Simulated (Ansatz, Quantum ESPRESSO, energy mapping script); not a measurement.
# Spin model of NiO from collinear orders, part 2 of 2

How strongly do the moments of NiO couple under LDA+U (5.4 eV), QE, GBRV? The plan is to run several orders and fit a Heisenberg model.

LDA with U = 5.4 eV on Ni d, ortho-atomic projectors; plane waves, U on orthogonalised atomic orbitals unless named otherwise, collinear spin, no spin–orbit coupling.

So far. Step 3 (Run 2 (compensated +−; cell A, 4 atoms)): The run ends antiferromagnetic, 19.80 meV a magnetic atom above the parallel order of its cell. Step 4 (Run 3 (parallel; cell B, 4 atoms)): The run ends ferromagnetic. For each magnetic atom its energy differs from the parallel run of the first cell by -0.38 meV, an error that one common reference would have brought in.

### 5. Run 4 (compensated +−; cell B, 4 atoms)

Level of this step: LDA with U = 5.4 eV on Ni d, ortho-atomic projectors, GBRV potentials (Quantum ESPRESSO).

This order reverses 6 of the 12 neighbours at 2.95 Å, 6 of the 6 neighbours at 4.17 Å and 12 of the 24 neighbours at 5.11 Å, counted for an average magnetic atom.

pw.in

```
&control
  calculation = 'scf'
  prefix = 'pw'
  outdir = './tmp/'
  pseudo_dir = './pseudo/'
  verbosity = 'low'
/
&system
  ibrav = 0
  nat = 4
  ntyp = 3
  ecutwfc = 45
  ecutrho = 360
  nbnd = 36
  occupations = 'smearing'
  smearing = 'fd'
  degauss = 0.00367493
  nspin = 2
  starting_magnetization(1) = 0.1111
  starting_magnetization(2) = -0.1111
/
&electrons
  conv_thr = 1.0e-08
  electron_maxstep = 120
  mixing_beta = 0.3
  mixing_mode = 'plain'
/
ATOMIC_SPECIES
  Ni1 58.6934 Ni.upf
  Ni2 58.6934 Ni.upf
  O 15.9990 O.upf
CELL_PARAMETERS angstrom
  0.00000000 -2.08590164 -2.08590164
  -2.08590164 0.00000000 -2.08590164
  2.08590164 2.08590164 -4.17180328
ATOMIC_POSITIONS crystal
  Ni1 0.50000000 0.50000000 0.50000000
  Ni2 0.00000000 0.00000000 0.00000000
  O 0.75000000 0.75000000 0.75000000
  O 0.25000000 0.25000000 0.25000000
K_POINTS automatic
  8 8 8 0 0 0
HUBBARD {ortho-atomic}
U Ni1-3d 5.4
U Ni2-3d 5.4
```

On the command line:

```
OMP_NUM_THREADS=1 mpirun -n 4 pw.x -nk 4 -in pw.in > pw.out
```

The program printed:

```text
[banner, memory and clock lines left out]
Program PWSCF v.7.5 starts
[...]
unit-cell volume          =     244.9842 (a.u.)^3
     number of atoms/cell      =            4
[...]
number of electrons       =        48.00
     number of Kohn-Sham states=           36
     kinetic-energy cutoff     =      45.0000  Ry
     charge density cutoff     =     360.0000  Ry
[...]
The total energy is F=E-TS. E is the sum of the following terms:
     one-electron contribution =    -432.86260571 Ry
     hartree contribution      =     245.05037441 Ry
     xc contribution           =     -84.53350544 Ry
     ewald contribution        =    -478.44661533 Ry
     Hubbard energy            =       0.14706186 Ry
     total magnetization       =     0.00 Bohr mag/cell
     absolute magnetization    =     3.48 Bohr mag/cell
     convergence has been achieved in  15 iterations
[key lines of the parts left out:]
!    total energy              =    -750.64529021 Ry
the Fermi energy is    14.3090 ev
```

The job ended after 42 s (4 MPI ranks of Arm Neoverse V1, shared host; peak memory 0.46 GiB).

The run ends antiferromagnetic, 140.96 meV a magnetic atom below the parallel order of its cell.

### 6. Order 5: parallel, cell C of 6 atoms

The parallel order again, as the reference for this cell.

pw.in

```
&control
  calculation = 'scf'
  prefix = 'pw'
  outdir = './tmp/'
  pseudo_dir = './pseudo/'
  verbosity = 'low'
/
&system
  ibrav = 0
  nat = 6
  ntyp = 2
  ecutwfc = 45
  ecutrho = 360
  nbnd = 55
  occupations = 'smearing'
  smearing = 'fd'
  degauss = 0.00367493
  nspin = 2
  starting_magnetization(1) = 0.1111
/
&electrons
  conv_thr = 1.5e-08
  electron_maxstep = 120
  mixing_beta = 0.3
  mixing_mode = 'plain'
/
ATOMIC_SPECIES
  Ni 58.6934 Ni.upf
  O 15.9990 O.upf
CELL_PARAMETERS angstrom
  0.00000000 2.08590164 2.08590164
  -2.08590164 0.00000000 -2.08590164
  -4.17180328 -4.17180328 4.17180328
ATOMIC_POSITIONS crystal
  Ni 0.00000000 0.00000000 0.00000000
  Ni 0.33333333 0.66666667 0.66666667
  Ni 0.66666667 0.33333333 0.33333333
  O 0.66666667 0.33333333 0.83333333
  O 0.00000000 0.00000000 0.50000000
  O 0.33333333 0.66666667 0.16666667
K_POINTS automatic
  8 8 3 0 0 0
HUBBARD {ortho-atomic}
U Ni-3d 5.4
```

The program printed:

```text
[banner, memory and clock lines left out]
Program PWSCF v.7.5 starts
[...]
unit-cell volume          =     367.4763 (a.u.)^3
     number of atoms/cell      =            6
[...]
number of electrons       =        72.00
     number of Kohn-Sham states=           55
     kinetic-energy cutoff     =      45.0000  Ry
     charge density cutoff     =     360.0000  Ry
[...]
The total energy is F=E-TS. E is the sum of the following terms:
     one-electron contribution =    -648.84748943 Ry
     hartree contribution      =     367.20908693 Ry
     xc contribution           =    -126.81987209 Ry
     ewald contribution        =    -717.66992300 Ry
     Hubbard energy            =       0.19134610 Ry
     total magnetization       =     6.00 Bohr mag/cell
     absolute magnetization    =     6.04 Bohr mag/cell
     convergence has been achieved in  13 iterations
[key lines of the parts left out:]
!    total energy              =   -1125.93685150 Ry
the Fermi energy is    13.9957 ev
```

Wall time 36 s (4 MPI ranks); peak memory 0.52 GiB; 2.4 min of CPU time.

The run ends ferromagnetic. For each magnetic atom its energy differs from the parallel run of the first cell by -0.37 meV, an error that one common reference would have brought in.

### 7. Run 6 (uncompensated ++−; cell C, 6 atoms)

This order reverses 4 of the 12 neighbours at 2.95 Å, 4 of the 6 neighbours at 4.17 Å and 12 of the 24 neighbours at 5.11 Å, counted for an average magnetic atom.

pw.in, as its differences from that of step 6:

```diff
@@ -10,6 +10,6 @@
   nat = 6
-  ntyp = 2
+  ntyp = 3
   ecutwfc = 45
   ecutrho = 360
-  nbnd = 55
+  nbnd = 53
   occupations = 'smearing'
@@ -19,2 +19,3 @@
   starting_magnetization(1) = 0.1111
+  starting_magnetization(2) = -0.1111
 /
@@ -27,3 +28,4 @@
 ATOMIC_SPECIES
-  Ni 58.6934 Ni.upf
+  Ni1 58.6934 Ni.upf
+  Ni2 58.6934 Ni.upf
   O 15.9990 O.upf
@@ -34,5 +36,5 @@
 ATOMIC_POSITIONS crystal
-  Ni 0.00000000 0.00000000 0.00000000
-  Ni 0.33333333 0.66666667 0.66666667
-  Ni 0.66666667 0.33333333 0.33333333
+  Ni1 0.00000000 0.00000000 0.00000000
+  Ni1 0.33333333 0.66666667 0.66666667
+  Ni2 0.66666667 0.33333333 0.33333333
   O 0.66666667 0.33333333 0.83333333
@@ -43,2 +45,3 @@
 HUBBARD {ortho-atomic}
-U Ni-3d 5.4
+U Ni1-3d 5.4
+U Ni2-3d 5.4
```

The program printed:

```text
[banner, memory and clock lines left out]
Program PWSCF v.7.5 starts
[...]
unit-cell volume          =     367.4763 (a.u.)^3
     number of atoms/cell      =            6
[...]
number of electrons       =        72.00
     number of Kohn-Sham states=           53
     kinetic-energy cutoff     =      45.0000  Ry
     charge density cutoff     =     360.0000  Ry
[...]
The total energy is F=E-TS. E is the sum of the following terms:
     one-electron contribution =    -649.16655097 Ry
     hartree contribution      =     367.47054384 Ry
     xc contribution           =    -126.80514788 Ry
     ewald contribution        =    -717.66992300 Ry
     Hubbard energy            =       0.21244077 Ry
     total magnetization       =     2.00 Bohr mag/cell
     absolute magnetization    =     5.46 Bohr mag/cell
     convergence has been achieved in  16 iterations
[key lines of the parts left out:]
!    total energy              =   -1125.95863724 Ry
the Fermi energy is    13.9577 ev
```

Wall time 42 s (4 MPI ranks); peak memory 0.53 GiB.

The run ends ferrimagnetic, 98.80 meV a magnetic atom below the parallel order of its cell.

### 8. Run 7 (parallel; cell D, 6 atoms)

The parallel order again, as the reference for this cell.

This run holds the same structure in another cell (c 7.226 → 6.596 Å, α 90.0 → 102.9°, β 90.0 → 102.9°, γ 120.0 → 90.0°).

pw.in

```
&control
  calculation = 'scf'
  prefix = 'pw'
  outdir = './tmp/'
  pseudo_dir = './pseudo/'
  verbosity = 'low'
/
&system
  ibrav = 0
  nat = 6
  ntyp = 2
  ecutwfc = 45
  ecutrho = 360
  nbnd = 55
  occupations = 'smearing'
  smearing = 'fd'
  degauss = 0.00367493
  nspin = 2
  starting_magnetization(1) = 0.1111
/
&electrons
  conv_thr = 1.5e-08
  electron_maxstep = 120
  mixing_beta = 0.3
  mixing_mode = 'plain'
/
ATOMIC_SPECIES
  Ni 58.6934 Ni.upf
  O 15.9990 O.upf
CELL_PARAMETERS angstrom
  0.00000000 2.08590164 2.08590164
  0.00000000 2.08590164 -2.08590164
  -6.25770492 -2.08590164 0.00000000
ATOMIC_POSITIONS crystal
  Ni 0.00000000 0.00000000 0.00000000
  Ni 0.33333333 0.33333333 0.66666667
  Ni 0.66666667 0.66666667 0.33333333
  O 0.83333333 0.83333333 0.66666667
  O 0.16666667 0.16666667 0.33333333
  O 0.50000000 0.50000000 0.00000000
K_POINTS automatic
  7 7 7 0 0 0
HUBBARD {ortho-atomic}
U Ni-3d 5.4
```

The program printed:

```text
[banner, memory and clock lines left out]
Program PWSCF v.7.5 starts
[...]
unit-cell volume          =     367.4763 (a.u.)^3
     number of atoms/cell      =            6
[...]
number of electrons       =        72.00
     number of Kohn-Sham states=           55
     kinetic-energy cutoff     =      45.0000  Ry
     charge density cutoff     =     360.0000  Ry
[...]
The total energy is F=E-TS. E is the sum of the following terms:
     one-electron contribution =    -648.84661763 Ry
     hartree contribution      =     367.20818045 Ry
     xc contribution           =    -126.81979992 Ry
     ewald contribution        =    -717.66992300 Ry
     Hubbard energy            =       0.19132331 Ry
     total magnetization       =     6.00 Bohr mag/cell
     absolute magnetization    =     6.04 Bohr mag/cell
     convergence has been achieved in  13 iterations
[key lines of the parts left out:]
!    total energy              =   -1125.93683681 Ry
the Fermi energy is    13.9833 ev
```

Run time: 55 s. Hardware: 4 MPI ranks; peak memory 0.59 GiB.

The run ends ferromagnetic. For each magnetic atom its energy differs from the parallel run of the first cell by -0.30 meV, an error that one common reference would have brought in.

### 9. Uncompensated ++− start in cell D (6 atoms)

This order reverses 5.33 of the 12 neighbours at 2.95 Å, 1.33 of the 6 neighbours at 4.17 Å and 16 of the 24 neighbours at 5.11 Å, counted for an average magnetic atom.

pw.in, as its differences from that of step 8:

```diff
@@ -10,6 +10,6 @@
   nat = 6
-  ntyp = 2
+  ntyp = 3
   ecutwfc = 45
   ecutrho = 360
-  nbnd = 55
+  nbnd = 53
   occupations = 'smearing'
@@ -19,2 +19,3 @@
   starting_magnetization(1) = 0.1111
+  starting_magnetization(2) = -0.1111
 /
@@ -27,3 +28,4 @@
 ATOMIC_SPECIES
-  Ni 58.6934 Ni.upf
+  Ni1 58.6934 Ni.upf
+  Ni2 58.6934 Ni.upf
   O 15.9990 O.upf
@@ -34,5 +36,5 @@
 ATOMIC_POSITIONS crystal
-  Ni 0.00000000 0.00000000 0.00000000
-  Ni 0.33333333 0.33333333 0.66666667
-  Ni 0.66666667 0.66666667 0.33333333
+  Ni1 0.00000000 0.00000000 0.00000000
+  Ni1 0.33333333 0.33333333 0.66666667
+  Ni2 0.66666667 0.66666667 0.33333333
   O 0.83333333 0.83333333 0.66666667
@@ -43,2 +45,3 @@
 HUBBARD {ortho-atomic}
-U Ni-3d 5.4
+U Ni1-3d 5.4
+U Ni2-3d 5.4
```

The program printed:

```text
[banner, memory and clock lines left out]
Program PWSCF v.7.5 starts
[...]
unit-cell volume          =     367.4763 (a.u.)^3
     number of atoms/cell      =            6
[...]
number of electrons       =        72.00
     number of Kohn-Sham states=           53
     kinetic-energy cutoff     =      45.0000  Ry
     charge density cutoff     =     360.0000  Ry
[...]
The total energy is F=E-TS. E is the sum of the following terms:
     one-electron contribution =    -648.90364607 Ry
     hartree contribution      =     367.24312912 Ry
     xc contribution           =    -126.80907350 Ry
     ewald contribution        =    -717.66992300 Ry
     Hubbard energy            =       0.19687815 Ry
     total magnetization       =     2.00 Bohr mag/cell
     absolute magnetization    =     5.68 Bohr mag/cell
     convergence has been achieved in  13 iterations
[key lines of the parts left out:]
!    total energy              =   -1125.94263530 Ry
the Fermi energy is    14.0624 ev
```

Run time: 53 s. Hardware: 4 MPI ranks; peak memory 0.58 GiB.

The run ends ferrimagnetic, 26.30 meV a magnetic atom below the parallel order of its cell.

### 10. From energies to couplings

Each energy difference is a sum of couplings weighted by the pairs that the order reverses. A few near shells are fitted to the differences by least squares. Energies are those extrapolated to zero occupation width, not the free energies F.

Energies from the parallel order of the same cell:

```csv
order,atoms,energy (meV a magnetic atom),moments (μB),moments kept as typed,"opposed neighbours at 2.95, 4.17, 5.11 Å"
parallel in cell A,4,0.00,1.69,yes,"0, 0, 0"
compensated +− in cell A,4,19.80,1.70,yes,"8, 0, 16"
parallel in cell B,4,0.00,1.69,yes,"0, 0, 0"
compensated +− in cell B,4,-140.96,1.61,yes,"6, 6, 12"
parallel in cell C,6,0.00,1.69,yes,"0, 0, 0"
uncompensated ++− in cell C,6,-98.80,1.60 to 1.65,yes,"4, 4, 12"
parallel in cell D,6,0.00,1.69,yes,"0, 0, 0"
uncompensated ++− in cell D,6,-26.30,1.67 to 1.68,yes,"5.33, 1.33, 16"
```

The Heisenberg fit (each pair counts twice, positive J is ferromagnetic):

```csv
pair,distance (Å),neighbours,J (meV)
Ni–Ni,2.95,12,2.26
Ni–Ni,4.17,6,-13.0
Ni–Ni,5.11,24,-0.503
```

These orders cannot tell some unfitted shells from fitted ones: the value at 2.95 Å holds J(2.95) − 2 J(5.90) + 4 J(7.80) and the value at 5.11 Å holds J(5.11) + J(5.90); other unfitted shells add to the values wholly or in part. No temperature is drawn.

Adding the shell at 6.60 Å gives 2.3, -13, -0.51 and -0.049 meV, an exact solve that tests nothing.

### 11. Against another level

The first set of orders, under PBE+U (5.4 eV), QE, GBRV, took 20 min of CPU time summed over its finished orders (seed run apart), these 20 min.

```csv
quantity,this set,first set
"J at 2.95 Å, meV",2.26,1.52
"J at 4.17 Å, meV",-13.0,-10.5
"J at 5.11 Å, meV",-0.503,-0.369
```

The coupling that led in the first set goes from -10.5 to -13.0 meV.

### 12. Summary of results

```
lowest order tried                                              : compensated +− in cell B
largest fitted value (a combination of shells), Ni–Ni at 4.17 Å : -13.0 meV
```

In words: Of the orders tried, NiO prefers the order “compensated +− in cell B” under LDA+U (5.4 eV), QE, GBRV, with 6 of 12 neighbours at 2.95 Å, 6 of 6 neighbours at 4.17 Å and 12 of 24 neighbours at 5.11 Å opposed. The coupling at 4.17 Å is 1.2 times that of the first set, at 0.99 times the CPU time. The largest fitted coupling is the Ni–Ni pair at 4.17 Å, antiferromagnetic at -13 meV, across a ligand at about 180°. The straight metal–ligand–metal path outweighs the right-angled one, the pattern expected of superexchange through one ligand p orbital, which these runs do not test. The orders also reverse pairs at 5.90 Å, which are not fitted, so the fitted values hold their part too. With 4 differences for 3 couplings the fit misses by 0.60 meV at most, a small part of the spread. In the fitted orders moments change by up to 4.9 % against the parallel run of the same cell, so their size stays put. With a near shell that the orders cannot separate, no temperature is given.

2 further runs of the session are left out of this account and of its counts and ranges: runs hit by known faults of a program or its files, repeats, responses too ill-conditioned to give a U, cells squeezed past sense, harmless faults, or fits whose shells could not be counted again from the structure.

[Logs and program files are shortened in this print: banners, set-up blocks, solver, clock and traceback lines can be left out without a mark of their own.]

[Logs are printed without paths, hosts, clocks, repeated set-up lines and the standing remarks that a program may print on its own settings, such as how far it seeks lower states.]

[Hosts, paths, dates, database ids (printed as entryN), source tags and the programs' standing remarks are cut or masked in the printed files.]

[Where a cell is said to come from a database of computed structures, the database is the Materials Project.]
